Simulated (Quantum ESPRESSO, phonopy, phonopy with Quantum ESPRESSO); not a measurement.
# SiC (P6_3mc): a volume series of phonon spectra, part 9 of 10

Aim: how the vibrations of SiC shift with volume, and the expansion that follows.

Quantum ESPRESSO 7.5; DFT LDA, scalar-relativistic, plane waves, GBRV ultrasoft pseudopotentials.

So far. Step 30 (Ground state at this cell, V/V0 1.045): The run ends at a pressure of -9.31 GPa. Step 31 (Born charges and dielectric tensor): The Born charges sum to zero within 0.0037 e; the rest is removed before use. Acoustic frequencies in this log differ from zero by the error of the sum rule, which ph.x does not impose.

**32. Forces on a displaced cell**

One atom (for the harmonic constants) or a pair of atoms (for the cubic ones) is moved by a few hundredths of an ångström; the forces on all atoms give a column of force constants. The threshold is tight because the forces are small.

System of this step: SiC. The cell holds 32 atoms: 16 Si and 16 C. Its edges and angles: a = 6.201 Å, b = 6.201 Å, c = 10.181 Å, α = 90.0°, β = 90.0°, γ = 120.0°. It derives from SiC, repeated 2×2×2.

disp-00001.in

```
 &control
    calculation='scf',
    prefix='x',
    outdir='./tmp',
    pseudo_dir='./pseudo',
    tprnfor=.true.,
    disk_io='none',
 /
 &system
    ibrav=0,
    nat=32,
    ntyp=2,
    ecutwfc=45.0,
    ecutrho=270.0,
    occupations='fixed',
    nbnd=66,
 /
 &electrons
    conv_thr=1.0d-11,
    mixing_beta=0.7,
    electron_maxstep=100,
 /
ATOMIC_SPECIES
 Si     28.0850  Si.upf
 C      12.0110  C.upf
CELL_PARAMETERS angstrom
     6.201303291    0.000000000    0.000000000
    -3.100651645    5.370486187    0.000000000
     0.000000000    0.000000000   10.181151452
ATOMIC_POSITIONS crystal
 Si     0.168344368   0.333333333   0.003961662
 Si     0.666666667   0.333333333   0.002283961
 Si     0.166666667   0.833333333   0.002283961
 Si     0.666666667   0.833333333   0.002283961
 Si     0.166666667   0.333333333   0.502283961
 Si     0.666666667   0.333333333   0.502283961
 Si     0.166666667   0.833333333   0.502283961
 Si     0.666666667   0.833333333   0.502283961
 Si     0.333333333   0.166666667   0.252283961
 Si     0.833333333   0.166666667   0.252283961
 Si     0.333333333   0.666666667   0.252283961
 Si     0.833333333   0.666666667   0.252283961
 Si     0.333333333   0.166666667   0.752283961
 Si     0.833333333   0.166666667   0.752283961
 Si     0.333333333   0.666666667   0.752283961
 Si     0.833333333   0.666666667   0.752283961
 C      0.166666667   0.333333333   0.190216039
 C      0.666666667   0.333333333   0.190216039
 C      0.166666667   0.833333333   0.190216039
 C      0.666666667   0.833333333   0.190216039
 C      0.166666667   0.333333333   0.690216039
 C      0.666666667   0.333333333   0.690216039
 C      0.166666667   0.833333333   0.690216039
 C      0.666666667   0.833333333   0.690216039
 C      0.333333333   0.166666667   0.440216039
 C      0.833333333   0.166666667   0.440216039
 C      0.333333333   0.666666667   0.440216039
 C      0.833333333   0.666666667   0.440216039
 C      0.333333333   0.166666667   0.940216039
 C      0.833333333   0.166666667   0.940216039
 C      0.333333333   0.666666667   0.940216039
 C      0.833333333   0.666666667   0.940216039
K_POINTS automatic
 4 4 2 0 0 0
```

Started as:

```console
OMP_NUM_THREADS=1 mpirun -n 2 pw.x -nk 2 -in disp-00001.in > disp-00001.out
```

The program printed:

```text
[banner, memory and clock lines left out]
Program PWSCF v.7.5

     G-vector sticks info

     bravais-lattice index     =            0
     lattice parameter (alat)  =      11.7188  a.u.
     unit-cell volume          =    2288.1794 (a.u.)^3
     number of atoms/cell      =           32
     number of atomic types    =            2
     number of electrons       =       128.00
     number of Kohn-Sham states=           66
     kinetic-energy cutoff     =      45.0000  Ry
[...]
atom    1 type  1   force =    -0.00955708    0.00009373   -0.01580322
     atom    2 type  1   force =     0.00207929   -0.00069646   -0.00113907
     atom    3 type  1   force =     0.00068072   -0.00080713   -0.00077209
[...]
atom   31 type  2   force =     0.00096262   -0.00158173    0.00257038
     atom   32 type  2   force =    -0.00011212    0.00000071    0.00034119

     Total force =     0.021236     Total SCF correction =     0.000001
     Message from routine punch:
     Nothing written, as per user request (disk_io='none')
[key lines of the parts left out:]
!    total energy              =    -339.17058903 Ry
convergence has been achieved in  19 iterations
```

Run time: 8.8 min. Hardware: 2 MPI ranks of Arm Neoverse V2, shared host; 18 min of CPU time.

**33. Lattice dynamics at this volume, V/V0 1.045**

This step: DFT LDA, scalar-relativistic, plane waves, GBRV ultrasoft pseudopotentials (phonopy with Quantum ESPRESSO 4.10.0 / 7.5).

Wall time 8.8 min (8 threads); 69 min of CPU time.

No mode is imaginary beyond numerical noise along the path. The highest zone-centre mode (no LO–TO term) moved by -4.9 % for a volume change of +4.5 %.

The time given is that of the 4 pw.x runs on displaced cells behind this step.

**34. Relaxing at fixed volume, V/V0 1.06**

Each volume of the series is relaxed in shape and positions, since modes respond to internal strain as well.

This step: DFT LDA, scalar-relativistic, plane waves, GBRV ultrasoft pseudopotentials (Quantum ESPRESSO 7.5).

System of this step: SiC. It takes space group P6_3mc (No. 186, hexagonal). The conventional cell has a = 3.116 Å, b = 3.116 Å, c = 5.114 Å, α = 90.00°, β = 90.00°, γ = 120.00°. Nearest to Si lie 4 C at 1.91 to 1.92 Å. Nearest to C lie 4 Si at 1.91 to 1.92 Å. Farther neighbours are not listed.

relax.in

```
 &control
    calculation='vc-relax',
    prefix='x',
    outdir='./tmp',
    pseudo_dir='./pseudo',
    tprnfor=.true.,
    tstress=.true.,
    forc_conv_thr=2.0d-05,
    etot_conv_thr=1.0d-07,
    nstep=40,
 /
 &system
    ibrav=0,
    nat=4,
    ntyp=2,
    ecutwfc=45.0,
    ecutrho=270.0,
    occupations='fixed',
    nbnd=10,
 /
 &electrons
    conv_thr=1.0d-11,
    mixing_beta=0.7,
    electron_maxstep=100,
 /
 &ions
 /
 &cell
    press_conv_thr=0.1,
    cell_dofree='shape',
 /
ATOMIC_SPECIES
 Si     28.0850  Si.upf
 C      12.0110  C.upf
CELL_PARAMETERS angstrom
     3.115791324    0.000000000    0.000000000
    -1.557895662    2.698354439    0.000000000
     0.000000000    0.000000000    5.113587631
ATOMIC_POSITIONS crystal
 Si     0.333333333   0.666666667   0.004600052
 Si     0.666666667   0.333333333   0.504600052
 C      0.333333333   0.666666667   0.380399948
 C      0.666666667   0.333333333   0.880399948
K_POINTS automatic
 12 12 6 0 0 0
```

Started as:

```console
OMP_NUM_THREADS=1 mpirun -n 8 pw.x -nk 8 -in relax.in > relax.out
```

The program printed:

```text
[banner, memory and clock lines left out]
Program PWSCF v.7.5

     Message from routine setup:
     using ibrav=0 with symmetry is DISCOURAGED, use correct ibrav instead

     G-vector sticks info

     bravais-lattice index     =            0
     lattice parameter (alat)  =       5.8880  a.u.
     unit-cell volume          =     290.1280 (a.u.)^3
     number of atoms/cell      =            4
     number of atomic types    =            2
     number of electrons       =        16.00
[...]
atom    4 type  2   force =     0.00000000   -0.00000000    0.00000187

     Total force =     0.000004     Total SCF correction =     0.000000

     Computing stress (Cartesian axis) and pressure

          total   stress  (Ry/bohr**3)                   (kbar)     P=     -119.77
[...]
-0.00000000  -0.00081416  -0.00000000           -0.00     -119.77       -0.00
  -0.00000000  -0.00000000  -0.00081413           -0.00       -0.00     -119.76

     XML data file, charge density, pseudopotentials, collected wavefunctions
[key lines of the parts left out:]
!    total energy              =     -42.39347910 Ry
convergence has been achieved in  15 iterations
```

It took 10 s on 8 MPI ranks.

After the last step pw.x solved the final cell once more on a basis chosen for it, which moves the energy without moving the atoms.

**35. Self-consistent run, V/V0 1.06**

A tight ground state at this cell gives the energy of this member; its pressure is the stress at this cutoff, which can carry an offset from the finite basis.

scf.in

```
 &control
    calculation='scf',
    prefix='x',
    outdir='./tmp',
    pseudo_dir='./pseudo',
    tprnfor=.true.,
    tstress=.true.,
 /
 &system
    ibrav=0,
    nat=4,
    ntyp=2,
    ecutwfc=45.0,
    ecutrho=270.0,
    occupations='fixed',
    nbnd=10,
 /
 &electrons
    conv_thr=1.0d-12,
    mixing_beta=0.7,
    electron_maxstep=100,
 /
ATOMIC_SPECIES
 Si     28.0850  Si.upf
 C      12.0110  C.upf
CELL_PARAMETERS angstrom
     3.115296898    0.000000000    0.000000000
    -1.557648449    2.697926254    0.000000000
     0.000000000    0.000000000    5.115210905
ATOMIC_POSITIONS crystal
 Si     0.333333333   0.666666667   0.004555245
 Si     0.666666667   0.333333333   0.504555245
 C      0.333333333   0.666666667   0.380444755
 C      0.666666667   0.333333333   0.880444755
K_POINTS automatic
 12 12 6 0 0 0
```

Started as:

```console
OMP_NUM_THREADS=1 mpirun -n 8 pw.x -nk 8 -in scf.in > scf.out
```

The program printed:

```text
[banner, memory and clock lines left out]
Program PWSCF v.7.5

     Message from routine setup:
     using ibrav=0 with symmetry is DISCOURAGED, use correct ibrav instead

     G-vector sticks info

     bravais-lattice index     =            0
     lattice parameter (alat)  =       5.8871  a.u.
     unit-cell volume          =     290.1280 (a.u.)^3
     number of atoms/cell      =            4
     number of atomic types    =            2
     number of electrons       =        16.00
[...]
atom    4 type  2   force =     0.00000000    0.00000000    0.00000188

     Total force =     0.000004     Total SCF correction =     0.000000

     Computing stress (Cartesian axis) and pressure

          total   stress  (Ry/bohr**3)                   (kbar)     P=     -119.77
  -0.00081416  -0.00000000  -0.00000000         -119.77       -0.00       -0.00
   0.00000000  -0.00081416  -0.00000000            0.00     -119.77       -0.00
  -0.00000000  -0.00000000  -0.00081413           -0.00       -0.00     -119.76

     XML data file, charge density, pseudopotentials, collected wavefunctions
[key lines of the parts left out:]
!    total energy              =     -42.39347910 Ry
convergence has been achieved in  12 iterations
```

It took 4 s on 8 MPI ranks; 31 s of CPU time.

The run ends at a pressure of -11.98 GPa.

**36. Born charges and dielectric tensor**

In a polar crystal the Born charges and ε∞ give the long-range dipole term that a finite supercell misses. They are those of this k-mesh and were not tested on a denser one; where the gap is small they converge slowly, and the LO modes with them.

ph.in

```
phonons
 &inputph
    prefix='x',
    outdir='./tmp',
    fildyn='x.dyn',
    tr2_ph=1.0d-18,
    epsil=.true.,
 /
0.000000000 0.000000000 0.000000000
```

scf.in is that of step 35.

Started as:

```console
OMP_NUM_THREADS=1 mpirun -n 8 ph.x -nk 8 -in ph.in > ph.out
```

The program printed:

```text
[banner, memory and clock lines left out]
Program PHONON v.7.5

     ./tmp/x.save/

     IMPORTANT: XC functional enforced from input :
     Exchange-correlation= PZ
                           (   1   1   0   0   0   0   0)
     Any further DFT definition will be discarded
     Please, verify this is what you really want

     G-vector sticks info

     Reading collected, re-writing distributed wavefunctions in ./tmp/

     Number and degeneracy of irreps per q-point
       N         xq(1)         xq(2)         xq(3)   N irreps
[...]
**************************************************************************

     Mode symmetry, C_6v (6mm)  point group:

     freq (   1-   2) =         -6.2  [cm-1]   --> E_1             I+R
     freq (   3-   3) =         -5.4  [cm-1]   --> A_1             I+R
     freq (   4-   5) =        259.3  [cm-1]   --> E_2             R
     freq (   6-   6) =        565.3  [cm-1]   --> B_1
     freq (   7-   8) =        710.4  [cm-1]   --> E_2             R
     freq (   9-   9) =        721.7  [cm-1]   --> A_1             I+R
     freq (  10-  11) =        750.5  [cm-1]   --> E_1             I+R
     freq (  12-  12) =        787.3  [cm-1]   --> B_1
```

Wall time 80 s (8 MPI ranks).

ε∞:

```
7.05 0.00 0.00
0.00 7.05 0.00
0.00 0.00 7.40
```

The Born charges sum to zero within 0.0037 e; the rest is removed before use. Acoustic frequencies in this log differ from zero by the error of the sum rule, which ph.x does not impose.

**37. A displaced supercell**

One atom (for the harmonic constants) or a pair of atoms (for the cubic ones) is moved by a few hundredths of an ångström; the forces on all atoms give a column of force constants. The threshold is tight because the forces are small.

System of this step: SiC. The cell holds 32 atoms: 16 Si and 16 C. Cell: a = 6.231 Å, b = 6.231 Å, c = 10.230 Å, α = 90.0°, β = 90.0°, γ = 120.0°. It derives from SiC, repeated 2×2×2.

disp-00001.in

```
 &control
    calculation='scf',
    prefix='x',
    outdir='./tmp',
    pseudo_dir='./pseudo',
    tprnfor=.true.,
    disk_io='none',
 /
 &system
    ibrav=0,
    nat=32,
    ntyp=2,
    ecutwfc=45.0,
    ecutrho=270.0,
    occupations='fixed',
    nbnd=66,
 /
 &electrons
    conv_thr=1.0d-11,
    mixing_beta=0.7,
    electron_maxstep=100,
 /
ATOMIC_SPECIES
 Si     28.0850  Si.upf
 C      12.0110  C.upf
CELL_PARAMETERS angstrom
     6.230593796    0.000000000    0.000000000
    -3.115296898    5.395852508    0.000000000
     0.000000000    0.000000000   10.230421810
ATOMIC_POSITIONS crystal
 Si     0.168336340   0.333333333   0.003947296
 Si     0.666666667   0.333333333   0.002277622
 Si     0.166666667   0.833333333   0.002277622
 Si     0.666666667   0.833333333   0.002277622
 Si     0.166666667   0.333333333   0.502277622
 Si     0.666666667   0.333333333   0.502277622
 Si     0.166666667   0.833333333   0.502277622
 Si     0.666666667   0.833333333   0.502277622
 Si     0.333333333   0.166666667   0.252277622
 Si     0.833333333   0.166666667   0.252277622
 Si     0.333333333   0.666666667   0.252277622
 Si     0.833333333   0.666666667   0.252277622
 Si     0.333333333   0.166666667   0.752277622
 Si     0.833333333   0.166666667   0.752277622
 Si     0.333333333   0.666666667   0.752277622
 Si     0.833333333   0.666666667   0.752277622
 C      0.166666667   0.333333333   0.190222378
 C      0.666666667   0.333333333   0.190222378
 C      0.166666667   0.833333333   0.190222378
 C      0.666666667   0.833333333   0.190222378
 C      0.166666667   0.333333333   0.690222378
 C      0.666666667   0.333333333   0.690222378
 C      0.166666667   0.833333333   0.690222378
 C      0.666666667   0.833333333   0.690222378
 C      0.333333333   0.166666667   0.440222378
 C      0.833333333   0.166666667   0.440222378
 C      0.333333333   0.666666667   0.440222378
 C      0.833333333   0.666666667   0.440222378
 C      0.333333333   0.166666667   0.940222378
 C      0.833333333   0.166666667   0.940222378
 C      0.333333333   0.666666667   0.940222378
 C      0.833333333   0.666666667   0.940222378
K_POINTS automatic
 4 4 2 0 0 0
```

Started as:

```console
OMP_NUM_THREADS=1 mpirun -n 2 pw.x -nk 2 -in disp-00001.in > disp-00001.out
```

The program printed:

```text
[banner, memory and clock lines left out]
Program PWSCF v.7.5

     G-vector sticks info

     bravais-lattice index     =            0
     lattice parameter (alat)  =      11.7741  a.u.
     unit-cell volume          =    2321.0241 (a.u.)^3
     number of atoms/cell      =           32
     number of atomic types    =            2
     number of electrons       =       128.00
     number of Kohn-Sham states=           66
     kinetic-energy cutoff     =      45.0000  Ry
[...]
atom    1 type  1   force =    -0.00927556    0.00008953   -0.01532784
     atom    2 type  1   force =     0.00203861   -0.00069390   -0.00111855
     atom    3 type  1   force =     0.00067345   -0.00078788   -0.00075294
[...]
atom   31 type  2   force =     0.00097351   -0.00147217    0.00254006
     atom   32 type  2   force =    -0.00011187    0.00000071    0.00033733

     Total force =     0.020566     Total SCF correction =     0.000001
     Message from routine punch:
     Nothing written, as per user request (disk_io='none')
[key lines of the parts left out:]
!    total energy              =    -339.14709177 Ry
convergence has been achieved in  19 iterations
```

Elapsed: 8.7 min, on 2 MPI ranks; 17 min of CPU time.

**38. Phonons, V/V0 1.06**

This step: DFT LDA, scalar-relativistic, plane waves, GBRV ultrasoft pseudopotentials (phonopy with Quantum ESPRESSO 4.10.0 / 7.5).

Run time: 8.8 min. Hardware: 8 threads; 69 min of CPU time.

No mode is imaginary beyond numerical noise along the path. The highest zone-centre mode (no LO–TO term) moved by -6.4 % for a volume change of +6.0 %.

The time given is that of the 4 pw.x runs on displaced cells behind this step.

**39. How the modes move with volume**

This step: DFT LDA, scalar-relativistic, plane waves, GBRV ultrasoft pseudopotentials (phonopy 4.10.0).

This step gave:

* share of modes with a negative Grüneisen parameter: 0.023

Mean Grüneisen, by row:

| T (K) | heat-capacity-weighted mean | root mean square |
| --- | --- | --- |
| 50 | 0.225 | 0.326 |
| 100 | 0.264 | 0.379 |
| 200 | 0.506 | 0.674 |
| 300 | 0.669 | 0.829 |
| 500 | 0.785 | 0.926 |
| 800 | 0.83 | 0.961 |

Table of mean mode Grueneisen parameter by wavenumber:

| wavenumber (cm⁻¹) | mean mode Grueneisen parameter |
| --- | --- |
| 16 | - |
| 49 | 0.365 |
| 81 | 0.291 |
| 113 | 0.278 |
| 146 | 0.211 |
| 178 | 0.224 |
| 211 | 0.209 |
| 243 | 0.187 |
| 275 | 0.14 |
| 308 | 0.181 |
| 340 | 0.267 |
| 372 | 0.361 |
| 405 | 0.424 |
| 437 | 0.57 |
| 470 | 0.663 |
| 502 | 0.901 |
| 534 | 0.904 |
| 567 | 0.895 |
| 599 | 0.93 |
| 632 | - |
| 664 | - |
| 696 | - |
| 729 | - |
| 761 | 1.34 |
| 794 | 1.29 |
| 826 | 1.26 |
| 858 | 1.16 |
| 891 | 1.11 |
| 923 | 1.09 |
| 956 | 1.08 |

(Continued in part 10 of 10.)

[Logs are printed without paths, hosts, clocks, repeated set-up lines and the standing remarks that a program may print on its own settings, such as how far it seeks lower states.]

[Hosts, paths, dates, database ids (printed as entryN), source tags and the programs' standing remarks are cut or masked in the printed files.]

[A step with changed settings may run another functional than the one named; its input shows which.]

[Of the runs on displaced cells, only some may be shown.]
